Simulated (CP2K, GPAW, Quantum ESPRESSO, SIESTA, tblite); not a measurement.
**(11,0) carbon nanotube bundle (176 atoms): forces by two methods**

Graphene sheet (a = 2.46 Å) rolled into a (11,0) tube of diameter 8.61 Å, 4 periods, hexagonal bundle with 3.3 Å between walls; then minimised and run for 3 ps at 600 K (NVT) with a classical potential, last frame taken. Then every atom was moved at random, 0.03 Å r.m.s. a Cartesian component.

Two calculations on one geometry. First: Kohn-Sham DFT, revPBE, GTH-PBE pseudopotentials, Gaussian and plane waves, DZVP-MOLOPT-SR-GTH, diagonalisation; PBE potentials; 450/50 Ry; levels smeared at 580 K (CP2K 2026.2; Γ point). Second: Kohn-Sham DFT, PBE, SSSP efficiency 1.3.0 pseudopotentials, plane waves; sssp-1.3.0-efficiency; 45/360 Ry; levels smeared at 580 K (Quantum ESPRESSO 7.5; sssp-pbe-1.3.0-efficiency, cutoffs 45/360 Ry, Γ point).

Cell vectors (Å):

```
11.913 0.000 0.000
-5.957 10.317 0.000
0.000 0.000 17.043
```

Atom, position (Å) and force of the first calculation (eV/Å):

```
1 C -2.02 8.25 1.34 0.23 1.20 -0.61
2 C -1.99 9.48 0.69 1.08 -0.41 0.77
3 C 3.93 0.34 1.31 1.19 3.07 4.36
4 C 3.78 1.58 0.68 -0.63 1.11 2.92
5 C -1.69 9.55 3.52 -1.64 -1.78 -4.19
6 C 4.10 0.41 2.72 -0.07 -1.31 1.69
7 C 3.20 2.71 1.39 2.38 -1.02 1.60
8 C 2.36 3.53 0.70 -0.72 2.00 0.25
9 C 3.83 1.58 3.43 -1.37 3.52 1.89
10 C 3.37 2.82 2.81 -0.36 -2.46 -1.56
11 C 1.26 4.11 1.47 3.67 -1.37 -3.92
12 C 0.14 4.18 0.72 -0.64 1.29 -2.84
13 C 2.53 3.69 3.51 -2.09 -0.61 1.95
14 C 1.34 4.05 2.78 -0.29 2.14 5.32
15 C -1.06 4.09 1.36 -0.29 1.02 2.32
16 C 9.75 3.65 0.69 -2.63 -1.77 3.18
17 C 0.13 4.36 3.54 0.97 -0.54 -1.36
18 C -1.06 4.21 2.76 -1.73 -1.71 2.91
19 C 8.82 2.85 1.51 -0.33 1.15 -2.62
20 C 7.94 2.01 0.79 1.03 -1.38 -0.55
21 C 9.75 3.57 3.57 2.65 1.76 -0.31
22 C 8.86 2.75 2.90 0.45 1.93 -1.26
23 C 7.64 0.77 1.41 -1.81 -1.41 1.39
24 C 1.61 9.83 0.70 -0.47 0.84 3.92
25 C 8.06 1.89 3.60 -1.58 -2.48 -2.11
26 C 7.50 0.71 2.84 1.15 1.33 0.38
27 C 1.94 8.63 1.51 -0.68 1.71 -4.29
28 C 2.67 7.72 0.70 -0.78 -1.25 -0.58
29 C 1.41 9.78 3.53 2.29 1.35 0.43
30 C 1.90 8.60 2.88 -2.45 2.75 -0.21
31 C 3.64 7.03 1.40 0.61 -2.24 1.77
32 C 4.66 6.34 0.70 2.00 -0.03 0.76
33 C 2.58 7.67 3.57 2.32 -2.46 1.41
34 C 3.56 7.01 2.85 3.25 -1.41 0.05
35 C 5.90 6.02 1.45 -0.30 0.64 -4.45
36 C 7.15 6.09 0.63 0.38 -0.53 3.13
37 C 4.74 6.55 3.61 -1.41 -1.75 -2.78
38 C 5.89 6.09 2.82 -3.92 1.31 1.37
39 C -3.56 6.49 1.40 -3.29 -1.94 -1.39
40 C -2.61 7.20 0.70 1.15 -0.80 -1.70
41 C 7.01 6.27 3.53 5.92 -0.66 -2.09
42 C -3.66 6.52 2.78 0.35 1.29 1.97
43 C -2.67 7.28 3.49 0.23 -0.20 0.34
44 C -1.98 8.30 2.66 0.00 0.26 8.36
45 C -2.12 8.38 5.64 1.78 -2.04 2.60
46 C -1.85 9.53 4.91 1.44 -3.49 -2.87
47 C 4.08 0.35 5.54 -2.11 8.13 4.96
48 C 3.61 1.61 4.87 3.82 -3.54 -0.04
49 C -1.77 9.55 7.72 1.35 -1.74 3.63
50 C 4.07 0.40 7.05 1.41 1.44 -3.12
51 C 3.18 2.69 5.66 2.07 -0.92 0.20
52 C 2.38 3.62 4.99 2.17 0.09 -3.18
53 C 3.98 1.62 7.76 -0.96 -0.64 0.59
54 C 3.44 2.69 7.07 -4.31 2.72 0.09
55 C 1.34 4.15 5.68 -1.84 0.86 0.82
56 C 0.15 4.37 4.94 -0.88 0.33 1.03
57 C 2.38 3.54 7.80 3.58 -1.93 0.83
58 C 1.30 4.06 7.11 0.75 0.14 -1.85
59 C -1.07 4.16 5.67 1.07 0.81 1.67
60 C 9.82 3.58 5.00 -2.72 0.11 -2.40
61 C 0.12 4.19 7.80 -2.83 1.97 0.98
62 C -1.16 4.19 7.12 4.96 1.14 -2.73
63 C 8.79 2.87 5.72 2.66 0.90 -2.82
64 C 8.12 1.92 4.96 -2.27 -1.72 1.48
65 C 9.68 3.71 7.75 0.73 1.64 5.82
66 C 8.98 2.86 7.06 -6.91 -4.85 -0.47
67 C 7.61 0.73 5.56 1.69 3.04 6.08
68 C 1.72 9.90 4.92 -1.50 -4.67 -2.47
69 C 8.17 1.84 7.72 -0.82 0.58 2.61
70 C 7.74 0.65 7.09 -0.94 2.45 -3.11
71 C 2.18 8.74 5.62 -1.92 -0.59 2.98
72 C 2.73 7.62 5.00 -2.33 2.22 -1.92
73 C 1.54 9.77 7.79 1.27 1.93 -0.09
74 C 2.00 8.66 7.07 0.68 -0.31 -0.65
75 C 3.59 6.81 5.69 0.88 -0.08 -0.38
76 C 4.74 6.37 5.03 -2.18 -0.09 -3.19
77 C 2.68 7.67 7.83 0.99 -0.84 -2.95
78 C 3.68 6.89 7.04 -2.84 0.71 4.32
79 C 5.84 5.99 5.68 4.82 0.68 2.04
80 C 7.12 6.31 4.86 -3.98 -2.11 5.73
81 C 4.72 6.36 7.80 -0.55 -1.43 3.58
82 C 5.89 5.96 7.19 -0.35 0.43 -4.80
83 C -3.76 6.75 5.68 0.97 -0.68 -0.97
84 C -2.68 7.29 4.98 -0.12 1.23 -3.03
85 C 7.09 6.20 7.82 0.13 -0.94 2.05
86 C -3.81 6.80 7.09 1.03 -1.37 0.73
87 C -2.80 7.42 7.86 1.14 -0.14 -0.31
88 C -1.96 8.30 7.10 -2.03 1.22 -1.91
89 C -2.11 8.40 9.97 1.26 1.13 -1.31
90 C -1.66 9.55 9.17 -1.26 0.02 1.21
91 C 4.23 0.49 9.90 -0.61 -2.85 1.34
92 C 3.87 1.58 9.19 -0.19 3.52 0.57
93 C -1.78 9.58 12.05 0.12 -1.02 1.78
94 C 4.05 0.47 11.37 1.95 0.86 -0.86
95 C 3.22 2.68 10.02 1.98 -1.44 -5.86
96 C 2.36 3.51 9.25 2.01 -0.29 -1.32
97 C 3.85 1.68 12.11 0.84 -2.97 -1.12
98 C 3.31 2.70 11.35 -2.46 2.24 3.34
99 C 1.39 4.16 9.94 -5.30 0.41 0.34
100 C 0.08 4.28 9.20 1.19 -0.49 1.27
101 C 2.33 3.48 12.12 1.36 -0.07 -2.84
102 C 1.27 4.08 11.34 2.49 -0.47 1.69
103 C -1.15 4.03 9.92 2.95 1.43 1.38
104 C 9.62 3.67 9.25 3.27 2.02 -3.97
105 C 0.09 4.20 12.08 0.30 0.86 -0.03
106 C -1.06 3.98 11.37 -1.96 0.81 -2.61
107 C 8.73 2.95 9.88 -5.41 -4.37 4.84
108 C 7.93 1.98 9.17 1.51 -0.49 -2.07
109 C 9.72 3.61 12.05 -2.01 -1.04 3.36
110 C 8.67 2.80 11.43 5.71 7.38 -5.54
111 C 7.52 0.82 9.85 0.50 0.24 4.35
112 C 1.63 9.89 9.21 -1.39 0.24 -1.20
113 C 8.02 2.01 12.18 -4.57 -6.18 1.01
114 C 7.56 0.82 11.42 -0.76 0.27 -2.85
115 C 1.98 8.74 9.87 -0.56 -2.50 4.06
116 C 2.65 7.68 9.21 0.28 0.32 0.56
117 C 1.49 9.91 12.07 1.17 -2.04 1.22
118 C 1.82 8.60 11.35 0.54 3.86 -1.22
119 C 3.60 6.93 9.99 -0.58 -1.32 -1.53
120 C 4.66 6.28 9.30 1.83 1.09 -1.16
121 C 2.63 7.71 12.08 -1.17 0.24 0.21
122 C 3.50 6.86 11.37 3.22 -0.54 0.78
123 C 5.94 6.05 10.05 -2.25 -0.53 -6.05
124 C 7.16 6.07 9.25 -1.36 0.53 0.87
125 C 4.74 6.36 12.04 -6.18 1.71 2.97
126 C 5.88 6.10 11.39 2.76 -0.54 0.45
127 C -3.64 6.51 10.00 0.94 0.24 -2.18
128 C -2.76 7.37 9.31 -0.26 -0.71 -2.62
129 C 7.12 6.13 12.05 2.37 -0.25 1.58
130 C -3.51 6.41 11.36 -2.90 0.70 1.80
131 C -2.67 7.33 12.09 -0.17 -2.04 -1.14
132 C -2.14 8.39 11.38 1.35 1.14 -0.39
133 C -2.02 8.34 14.16 0.49 -0.61 2.25
134 C -1.60 9.49 13.50 -1.26 2.28 -1.36
135 C 4.32 0.43 14.20 -0.75 0.70 2.09
136 C 3.82 1.63 13.50 2.11 -2.51 1.86
137 C -1.91 9.61 16.42 0.85 -3.53 -6.06
138 C 4.30 0.46 15.75 -0.98 1.72 -4.39
139 C 3.17 2.60 14.27 2.80 0.49 -0.22
140 C 2.35 3.40 13.51 -1.83 1.46 -0.18
141 C 3.97 1.67 16.41 0.01 0.76 -4.70
142 C 3.42 2.80 15.64 -1.86 -0.89 1.43
143 C 1.26 3.94 14.17 0.40 1.97 2.22
144 C 0.07 4.28 13.48 0.76 -0.98 1.60
145 C 2.40 3.61 16.36 4.15 -2.37 -0.25
146 C 1.37 4.07 15.65 -2.97 0.30 -3.70
147 C -1.10 4.10 14.29 0.37 1.44 -3.89
148 C 9.70 3.68 13.55 0.07 0.09 -2.36
149 C 0.17 4.18 16.34 -2.05 1.42 0.74
150 C -1.09 4.22 15.63 0.15 -1.69 3.15
151 C 8.73 3.00 14.26 -1.28 -1.33 2.01
152 C 8.00 2.00 13.60 -0.12 0.46 -0.51
153 C 9.68 3.66 16.38 2.38 2.12 -0.75
154 C 8.72 2.96 15.74 -1.71 -0.82 -3.55
155 C 7.61 0.82 14.28 0.04 -0.02 -0.87
156 C 1.58 9.94 13.53 0.84 -1.36 0.32
157 C 7.95 1.99 16.42 0.07 -1.18 -1.13
158 C 7.66 0.77 15.67 -1.07 1.37 2.15
159 C 2.09 8.78 14.32 -2.72 1.61 -4.60
160 C 2.67 7.80 13.49 0.09 -1.31 1.68
161 C 1.55 9.83 16.38 0.23 3.43 -0.28
162 C 1.91 8.75 15.69 2.54 -6.13 -1.58
163 C 3.54 6.91 14.18 -0.13 0.43 0.52
164 C 4.63 6.45 13.49 3.40 -1.11 -2.56
165 C 2.59 7.56 16.32 -0.16 3.18 0.91
166 C 3.62 6.85 15.59 -2.75 1.33 0.42
167 C 5.87 6.32 14.16 0.59 -1.44 1.82
168 C 7.12 6.19 13.45 -1.06 0.03 0.32
169 C 4.72 6.37 16.31 -1.42 0.11 1.79
170 C 5.88 6.23 15.64 3.27 -1.35 -3.37
171 C -3.59 6.43 14.16 0.53 0.93 1.27
172 C -2.60 7.23 13.46 -0.70 0.48 1.76
173 C 7.20 6.05 16.26 -4.12 0.55 2.29
174 C -3.59 6.39 15.61 4.84 2.02 -2.42
175 C -2.45 7.17 16.35 -4.02 0.34 -2.84
176 C -2.09 8.41 15.61 0.59 -2.36 0.59
```

Q: Give the forces of the second method.

Atom and force (eV/Å):

```
1 0.19 1.17 -0.59
2 1.08 -0.42 0.78
3 1.20 3.05 4.33
4 -0.64 1.09 2.89
5 -1.65 -1.74 -4.15
6 -0.07 -1.29 1.69
7 2.35 -0.99 1.58
8 -0.68 1.98 0.24
9 -1.37 3.46 1.86
10 -0.40 -2.44 -1.52
11 3.61 -1.41 -3.86
12 -0.64 1.28 -2.83
13 -2.06 -0.66 1.92
14 -0.26 2.17 5.28
15 -0.28 1.03 2.30
16 -2.61 -1.77 3.15
17 0.94 -0.57 -1.33
18 -1.69 -1.71 2.87
19 -0.34 1.15 -2.60
20 1.08 -1.38 -0.55
21 2.63 1.73 -0.30
22 0.44 1.91 -1.23
23 -1.82 -1.38 1.38
24 -0.46 0.83 3.89
25 -1.54 -2.48 -2.09
26 1.14 1.30 0.38
27 -0.64 1.70 -4.24
28 -0.78 -1.24 -0.57
29 2.32 1.35 0.39
30 -2.45 2.71 -0.20
31 0.59 -2.24 1.74
32 1.98 -0.01 0.76
33 2.31 -2.43 1.40
34 3.21 -1.36 0.05
35 -0.29 0.64 -4.39
36 0.37 -0.54 3.09
37 -1.41 -1.75 -2.74
38 -3.88 1.35 1.32
39 -3.26 -1.90 -1.37
40 1.15 -0.83 -1.69
41 5.85 -0.68 -2.06
42 0.34 1.31 1.94
43 0.23 -0.21 0.33
44 -0.01 0.25 8.28
45 1.80 -2.05 2.56
46 1.45 -3.48 -2.85
47 -2.14 8.05 4.90
48 3.79 -3.44 -0.03
49 1.37 -1.71 3.59
50 1.42 1.42 -3.07
51 2.05 -0.92 0.19
52 2.15 0.10 -3.14
53 -1.00 -0.63 0.58
54 -4.27 2.64 0.10
55 -1.83 0.83 0.80
56 -0.88 0.31 1.02
57 3.52 -1.89 0.81
58 0.75 0.10 -1.82
59 1.07 0.79 1.64
60 -2.69 0.15 -2.38
61 -2.78 1.99 0.98
62 4.92 1.11 -2.70
63 2.67 0.82 -2.81
64 -2.27 -1.66 1.47
65 0.75 1.62 5.77
66 -6.89 -4.77 -0.46
67 1.73 3.01 6.00
68 -1.52 -4.64 -2.43
69 -0.81 0.54 2.57
70 -0.96 2.42 -3.05
71 -1.91 -0.58 2.93
72 -2.29 2.20 -1.90
73 1.31 1.90 -0.09
74 0.70 -0.30 -0.62
75 0.87 -0.04 -0.37
76 -2.14 -0.12 -3.16
77 0.97 -0.82 -2.91
78 -2.80 0.67 4.28
79 4.76 0.70 2.03
80 -3.90 -2.07 5.67
81 -0.56 -1.44 3.53
82 -0.34 0.47 -4.73
83 0.95 -0.68 -0.97
84 -0.15 1.27 -3.01
85 0.13 -0.94 2.03
86 1.03 -1.35 0.73
87 1.13 -0.14 -0.31
88 -2.09 1.23 -1.88
89 1.24 1.12 -1.30
90 -1.26 0.02 1.20
91 -0.64 -2.82 1.30
92 -0.16 3.48 0.57
93 0.11 -0.99 1.76
94 1.96 0.85 -0.84
95 1.96 -1.42 -5.80
96 1.99 -0.28 -1.30
97 0.79 -2.94 -1.10
98 -2.46 2.19 3.29
99 -5.25 0.36 0.35
100 1.17 -0.52 1.25
101 1.34 -0.05 -2.80
102 2.47 -0.46 1.67
103 2.92 1.42 1.35
104 3.24 2.00 -3.91
105 0.30 0.84 -0.03
106 -1.94 0.81 -2.58
107 -5.36 -4.31 4.77
108 1.53 -0.52 -2.03
109 -1.98 -1.04 3.32
110 5.64 7.30 -5.48
111 0.52 0.25 4.27
112 -1.41 0.23 -1.15
113 -4.50 -6.13 1.02
114 -0.77 0.24 -2.79
115 -0.57 -2.46 4.00
116 0.30 0.35 0.54
117 1.16 -2.00 1.20
118 0.60 3.82 -1.20
119 -0.60 -1.35 -1.51
120 1.82 1.13 -1.13
121 -1.17 0.22 0.21
122 3.19 -0.49 0.78
123 -2.21 -0.54 -6.00
124 -1.36 0.56 0.86
125 -6.11 1.67 2.93
126 2.73 -0.50 0.46
127 0.94 0.21 -2.16
128 -0.27 -0.67 -2.58
129 2.35 -0.26 1.57
130 -2.89 0.73 1.78
131 -0.15 -2.02 -1.13
132 1.33 1.13 -0.38
133 0.49 -0.61 2.22
134 -1.27 2.26 -1.33
135 -0.73 0.67 2.05
136 2.08 -2.49 1.85
137 0.86 -3.49 -6.05
138 -1.00 1.71 -4.34
139 2.81 0.51 -0.21
140 -1.84 1.41 -0.19
141 0.01 0.76 -4.66
142 -1.89 -0.91 1.42
143 0.40 1.99 2.19
144 0.76 -1.03 1.58
145 4.11 -2.33 -0.25
146 -2.96 0.26 -3.66
147 0.35 1.48 -3.85
148 0.07 0.08 -2.32
149 -2.03 1.43 0.72
150 0.17 -1.73 3.12
151 -1.26 -1.33 1.97
152 -0.11 0.46 -0.49
153 2.34 2.12 -0.75
154 -1.69 -0.82 -3.50
155 0.07 -0.03 -0.86
156 0.85 -1.33 0.31
157 0.09 -1.17 -1.12
158 -1.09 1.36 2.11
159 -2.70 1.57 -4.56
160 0.08 -1.27 1.67
161 0.27 3.39 -0.27
162 2.51 -6.06 -1.56
163 -0.12 0.45 0.52
164 3.36 -1.09 -2.52
165 -0.11 3.16 0.90
166 -2.72 1.29 0.41
167 0.57 -1.43 1.80
168 -1.04 0.06 0.32
169 -1.40 0.12 1.77
170 3.23 -1.34 -3.33
171 0.52 0.92 1.24
172 -0.73 0.50 1.75
173 -4.05 0.60 2.25
174 4.78 1.96 -2.39
175 -4.02 0.38 -2.80
176 0.59 -2.32 0.57
```

The two sets differ by 31.0 meV/Å r.m.s., 1.4 % of the r.m.s. force of the Quantum ESPRESSO run. The electronic-structure runs sample only Γ, in a cell whose shortest periodic width is 10 Å.

[Logs are printed without paths, hosts, clocks, repeated set-up lines and the standing remarks that a program may print on its own settings, such as how far it seeks lower states.]

[Hosts, paths, dates, database ids (printed as entryN), source tags and the programs' standing remarks are cut or masked in the printed files.]
